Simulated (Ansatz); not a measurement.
# How fast states decay through KLaCl4, part 3 of 3

Aim: relax a made-up compound, KLaCl4, and see how good a tunnel barrier it would be. It is built by putting Cl for F in the KLaF4 structure of space group P4/mmm, with the volume rescaled by atomic radii. The parent structure comes from the Materials Project.

Ansatz 0.2.0; PBE DFT, plane waves, PAW files (the session's first sound run).

So far. Step 4 (Decaying states in the gap): At the listed wavevectors the last open channel is at -0.12 eV and the next at +3.40 eV on the grid. At +1.64 eV, the grid energy nearest the filling level (the middle of the gap on the SCF mesh), the slowest state at the listed wavevectors decays with κ = 0.409 Å⁻¹, its amplitude falling by e over 2.4 Å. Through 1 nm of this crystal that state's transmission falls by exp(−2 × 0.409 Å⁻¹ × 10 Å) = 2.8e-4.

The structure was built from a prototype and need not be the compound's stable phase.

## (6) Band edges at another level, cutoff 930 eV (continued)

Level of this step: PBE DFT, plane waves, JTH PAW files (Ansatz).

The electronic bands at the labelled points (eV, zero at the Fermi level (highest filled level under fixed occupations); v1 is the highest filled band, c1 the lowest empty one):

```csv
point,v4,v3,v2,v1,c1,c2,c3,c4
VBM,-0.95,-0.78,-0.21,0.00,3.41,3.41,3.41,3.50
halfway,-1.06,-0.79,-0.19,-0.02,3.40,3.41,3.41,3.50
CBM,-1.19,-0.80,-0.17,-0.05,3.38,3.41,3.41,3.50
```

The searched edges give 3.38 eV, as on the mesh.

## (7) Complex bands at another level

This step: PBE DFT, plane waves, JTH PAW files; complex bands by layer matching along the plane's normal (Ansatz 0.2.0).

The complex bands at that level, over its own gap, at (0, 0) and (-0.5, -0.5).

File input.yaml:

```yaml
crystal:
  lattice:
    - [4.895259231, 0.0, 0.0]
    - [0.0, 7.479441164, 0.0]
    - [0.0, 0.0, 4.895259231]
  atoms:
    - { symbol: K, position: [0.0, 0.0, 0.0] }
    - { symbol: La, position: [0.5, 0.5, 0.5] }
    - { symbol: Cl, position: [0.0, 0.7210083144, 0.5] }
    - { symbol: Cl, position: [0.5, 0.2789916856, 0.0] }
    - { symbol: Cl, position: [0.0, 0.2789916856, 0.5] }
    - { symbol: Cl, position: [0.5, 0.7210083144, 0.0] }
kpoints:
  mp_grid: { grid: [6, 4, 6] }
scf:
  occupations: { method: fixed }
hamiltonian:
  xc: pbe
  pseudopotentials: { kind: paw, source: jth }
output:
  eigenvalues: true
  transmission:
    leads: [[0, 0]]
    kpoints: [[0.0, 0.0], [-0.5, -0.5]]
    e_range: [-1.0, 4.38]
    de: 0.11
```

Started as:

```sh
$ ansatz run input.yaml --threads 2 --pin off --max-ram 4096MiB --backend cpu --events-out ev --progress --plain --runs-dir out
```

Numbers of over 12 decimals in the logs are rounded to 6 here.

The program printed:

```text
Warning: <dir> the checks of this K dataset prove no rule for summing its radial tables, as where they were carried onto another mesh than they were made on, and Gregory's rule is taken, under which a leading mesh point left out moves its sums only by what lay on the interval it spanned. That does not make them correct, and they differ from Quantum ESPRESSO's on this file; a re-export a fraction of a mesh step off can move them. hamiltonian.pseudopotentials.radial_quadrature: simpson_from_first_knot sums it by `pw.x`'s rule; on a PAW file no value gives `pw.x`'s numbers. What more to know: hamiltonian.pseudopotentials.radial_quadrature, in the input reference
Warning: <dir> the checks of this La dataset prove no rule for summing its radial tables, as where they were carried onto another mesh than they were made on, and Gregory's rule is taken, under which a leading mesh point left out moves its sums only by what lay on the interval it spanned. That does not make them correct, and they differ from Quantum ESPRESSO's on this file; a re-export a fraction of a mesh step off can move them. hamiltonian.pseudopotentials.radial_quadrature: simpson_from_first_knot sums it by `pw.x`'s rule; on a PAW file no value gives `pw.x`'s numbers. What more to know: hamiltonian.pseudopotentials.radial_quadrature, in the input reference
Warning: <dir> the checks of this Cl dataset prove no rule for summing its radial tables, as where they were carried onto another mesh than they were made on, and Gregory's rule is taken, under which a leading mesh point left out moves its sums only by what lay on the interval it spanned. That does not make them correct, and they differ from Quantum ESPRESSO's on this file; a re-export a fraction of a mesh step off can move them. hamiltonian.pseudopotentials.radial_quadrature: simpson_from_first_knot sums it by `pw.x`'s rule; on a PAW file no value gives `pw.x`'s numbers. What more to know: hamiltonian.pseudopotentials.radial_quadrature, in the input reference
Warning: basis.ecutrho_ratio 4 (ecutrho = 3720 eV, dense FFT grid 50×75×50): the grid does not resolve the core-correction charge of Cl (measure 0.14 e/Å^2.5), La (0.11); warned from 0.08. The energy and each atom's force then go with where the atoms sit on the grid: [figures from the program's tests cut] If this deck is also warned that a cutoff or its ratio is below what is recommended, mend that before anything be [...]
Engine: ansatz 0.2.0, aarch64-unknown-linux-gnu
Pseudopotentials: kind: paw
Pseudopotential: K, paw, valence charge 9, recommended cutoff 690 eV (normal), K.paw.azcp
Pseudopotential: La, paw, valence charge 11, recommended cutoff 840 eV (normal), La.paw.azcp
Pseudopotential: Cl, paw, valence charge 7, recommended cutoff 930 eV (normal), Cl.paw.azcp
Functional definition: PBE
  parameter kappa = 0.804
  parameter beta = 0.066725
  exchange = pbe_x(kappa = kappa, mu = beta*pi^2/3)
  correlation = pbe_c(beta = beta)
Error: memory limit exceeded: the `transmission` phase of `transmission` needs 4.06 GiB against the run's memory maximum of 4.00 GiB; largest carriers: transmission 3.67 GiB, unmodelled-tail allowance 0.30 GiB, source scf tables 0.08 GiB, source scf state 0.00 GiB; the layers of output.transmission grow with the square of the cell's cross-section: a lower cutoff or a narrower output.transmission.e_range takes less, and so, most of all in a narrow cell, does a wider de; where no e_range is typed, a fill by count is planned with a gap of 40 thermal energies
with nothing else changed it takes a maximum of at least 4.06 GiB, with nothing to spare, and 4.47 GiB leaves up to a tenth: --max-ram 4.47GiB where that set the maximum, else more of the term that did, and with no share typed, where 4.47 GiB is over 0.88 of the host's memory or its container's limit, a share of 0.88 or more that holds the maximum too (--max-ram-frac F), where one does; The budget is ten elevenths of [...]
`transmission` follows the SCF: where the deck gives it k-points, a mesh or a band count of its own, those are what to reduce (not on a resume, whose deck is fixed)
```

Elapsed: 0.22 s, on 2 threads of Arm Neoverse V2, shared host; peak memory 0.18 GiB.

The program refused the input before any cycle.

The program's message: “Error: memory limit exceeded: the `transmission` phase of `transmission` needs 4.06 GiB against the run's memory maximum of 4.00 GiB; largest carriers: transmission 3.67 GiB, unmodelled-tail allowance …”

## (8) Results

```
band gap                                         : 3.30 eV
least decay constant at mid-gap, normal to (100) : 0.409 Å⁻¹
least decay constant on a mesh, normal to (100)  : 0.409 Å⁻¹
```

What this shows: With PBE, the slowest decay at the wavevectors tried is κ = 0.409 Å⁻¹, normal to (100). Through such a film the transmission near mid-gap falls as exp(−2κd), a factor of ten every 2.8 Å. A free electron under a barrier of half the gap would need a mass of 0.39 mₑ to decay at this rate. The compound is made up by substitution; its stability against other phases and against distortions of the cell's symmetry was not tested. A semilocal functional narrows gaps, so real decay constants are likely larger.

[Logs are printed without paths, hosts, clocks, repeated set-up lines and the standing remarks that a program may print on its own settings, such as how far it seeks lower states.]

[Hosts, paths, dates, database ids (printed as entryN), source tags and the programs' standing remarks are cut or masked in the printed files.]
